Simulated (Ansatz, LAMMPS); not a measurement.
# Al in place of Si at several sites of glassy 56SiO2-19BaO-25CaO (mol %) (82 atoms): runs compared

Aim: make Al in place of Si at several sites of glassy 56SiO2-19BaO-25CaO (mol %) (82 atoms), relax each, and compare their energies.

Computed with Ansatz 0.2.0: Kohn-Sham DFT, PBE, PAW (set soft_2), plane waves.

**1. The cell as built**

The cell holds 82 atoms: 18 Si, 6 Ba, 8 Ca and 50 O. Its edges and angles: a = 10.676 Å, b = 10.676 Å, c = 10.676 Å, α = 90.0°, β = 90.0°, γ = 90.0°. 82 atoms (18 Si, 6 Ba, 8 Ca, 50 O) placed at random at 3.25 g/cm³, melted at 4000 K for 10 ps at fixed volume with the Morse and Coulomb pair potential with partial charges (Pedone, Malavasi, Menziani, Cormack and Segre, J. Phys. Chem. B 110, 11780 (2006)). Quenched from 4000 K to 300 K at 10 K/ps and fixed volume, held 10 ps at zero pressure.

What the set-up can't give: The quench rate of 10 K/ps is many orders above laboratory rates, so the cell is likely richer in defects and strain than a real sample. The starting topology of bonds comes from the classical model, and needn't be the one that DFT or experiment would give. The Brillouin zone is sampled at Γ only, in a cell whose shortest periodic width is 11 Å. Spin–orbit coupling is left out, which matters for the levels of the heavy elements.

**2. The reference run**

The reference is a single point at the end of the relaxation.

Every defect cell starts from the geometry of this run and is relaxed in the fixed cell.

Its input, with most atom lines left out:

```yaml
crystal:
  lattice:
    - [10.67573, 0.0, 0.0]
    - [0.0, 10.67573, 0.0]
    - [0.0, 0.0, 10.67573]
  atoms:
    - { symbol: Si, position: [0.16489, 0.81501, 0.75026] }
    - { symbol: Si, position: [0.81461, 0.07105, 0.81401] }
    - { symbol: Si, position: [0.45902, 0.0704, 0.75722] }
    - { symbol: Si, position: [0.63588, 0.33713, 0.48159] }
    - { symbol: Si, position: [0.65381, 0.31539, 0.19387] }
    - { symbol: Si, position: [0.39789, 0.64967, 0.68409] }
    - { symbol: Si, position: [0.4142, 0.66647, 0.07762] }
    [... atom lines 8 to 82 left out ...]
kpoints:
  mp_grid: { grid: [1, 1, 1] }
hamiltonian:
  xc: pbe
scf:
  occupations: { method: fixed }
output:
  forces: true
  stress: true
  populations: intrinsic
  dos:
    method: { smearing: { sigma: 0.1 } }
    de: 0.1
    projected: { site_lists: { Ba: [Ba], Ca: [Ca], O: [O], Si: [Si] } }
  eigenvalues: true
  write_density: true
  write_potential: true
  volumetric_format: npy
```

```
free energy per atom   : -1099.5055 eV/atom
r.m.s. force component : 0.00975 eV/Å
pressure               : 0.3812 GPa
```

Filled and empty levels are parted by 3.90 eV (at Γ alone); a semilocal functional tends to put such gaps too low. In a disordered cell it changes from sample to sample, and tail or defect levels can set it.

**3. The runs**

Each row is one run, on 4 threads of Arm Neoverse V1, shared host. The free energy is the program's total, comparable only between runs with the same functional, potentials and atoms.

```tsv
run	atoms	outcome	ionic steps, all passes	free energy (eV)	time	host memory (GiB)
Single point at the start	82	converged	-	-90152.049	12 s	1.4
Relaxation	82	converged	11	-90159.455	1.8 min	1.3
Single point at the relaxed geometry	82	converged	-	-90159.455	21 s	1.5
Al on a site of Si, site Si18	82	converged	9	-90059.521	7.3 min	2.4
Al on a site of Si, site Si9	82	converged	9	-90058.927	5.7 min	2.4
Al on a site of Si, site Si12	82	converged	23	-90059.512	13 min	2.4
Al on a site of Si, site Si3	82	converged	23	-90060.034	16 min	2.4
Al on a site of Si, site Si15	82	converged	11	-90058.942	8.4 min	2.4
Al on a site of Si, site Si6	82	cut at the time limit	5	-90058.691	4.6 min	2.4
```

A closer look about site Si3, the cheapest one, after relaxation: 10 atoms, nearest first, numbered in the order of the input, with positions taken from that point.

```tsv
atom	x	y	z	distance (Å)	bonds	moment (μB)
Al3	-0.03	0.03	-0.02	0.05	4	0.00
O42	0.69	1.32	0.91	1.75	4	0.00
O37	0.68	-0.63	-1.51	1.77	3	0.00
O51	-1.67	0.35	-0.62	1.82	2	0.00
O63	0.06	-1.46	1.12	1.84	4	0.00
Si10	-1.23	-1.66	2.14	2.97	4	0.00
Si13	2.05	-0.16	-2.26	3.06	4	0.00
Ca25	1.39	0.06	2.80	3.13	6	0.00
Si12	-2.71	1.59	-0.76	3.24	4	0.00
O64	-1.31	-0.26	2.96	3.24	5	0.00
```

The column of bonds counts only the pairs O-Si within 2.12 Å, O-Ca within 2.88 Å, O-Ba within 3.29 Å, O-Al within 2.27 Å; other neighbours, such as metal atoms beside each other in a compound, aren't counted, and periodic images can show an atom twice.

**4. The sites compared**

All these cells hold the same atoms, so their energies can be compared with no chemical potential.

```tsv
site	neighbours	mean distance (Å)	atoms within 6 Å	energy over the best site (eV)	before relaxation (eV)	gain on relaxing (eV)	moment (μB)
Si3	O4	1.66	60	0.00	0.00	1.59	1.0
Si18	O4	1.62	52	0.51	0.22	1.29	1.0
Si12	O4	1.65	62	0.52	0.47	1.54	1.0
Si15	O4	1.63	58	1.09	0.54	1.03	1.0
Si9	O4	1.67	57	1.11	0.50	0.99	1.0
Si6 *	O4	1.64	61	1.34	0.74	0.98	-
```

* The relaxation didn't finish, so this cell's energy would fall further, and differences against it can move either way. Neighbours are those of the relaxed host within 2.12 Å (O-Si); other pairs aren't counted.

**5. Outcome**

The cheapest site is Si3 (4 neighbours, O4); the dearest, Si6 (4 neighbours, O4, relaxation unfinished), costs 1.3 eV more. Over 6 sites the energy shows no clear trend with the mean distance to neighbours. Relaxation gains 0.98 to 1.6 eV and leaves the best site the same.

Caveats: Defects are neutral and interact with their images. The reference ran with fixed occupations, but 6 of the 6 defect cells with fermi-dirac smearing of 0.025 eV, spin polarised. In a disordered cell the relaxation can also rearrange atoms far from the site. In the spin-polarised runs the search for a state of lower energy was switched off. Only 6 of the 18 Si sites were tried; unless symmetry makes the others alike to these, a cheaper one may exist. A local or semilocal functional tends to spread out the unpaired spin of such defects.

The DFT runs together took 57 min of wall time.

[Logs are printed without paths, hosts, clocks, repeated set-up lines and the standing remarks that a program may print on its own settings, such as how far it seeks lower states.]

[Hosts, paths, dates, database ids (printed as entryN), source tags and the programs' standing remarks are cut or masked in the printed files.]
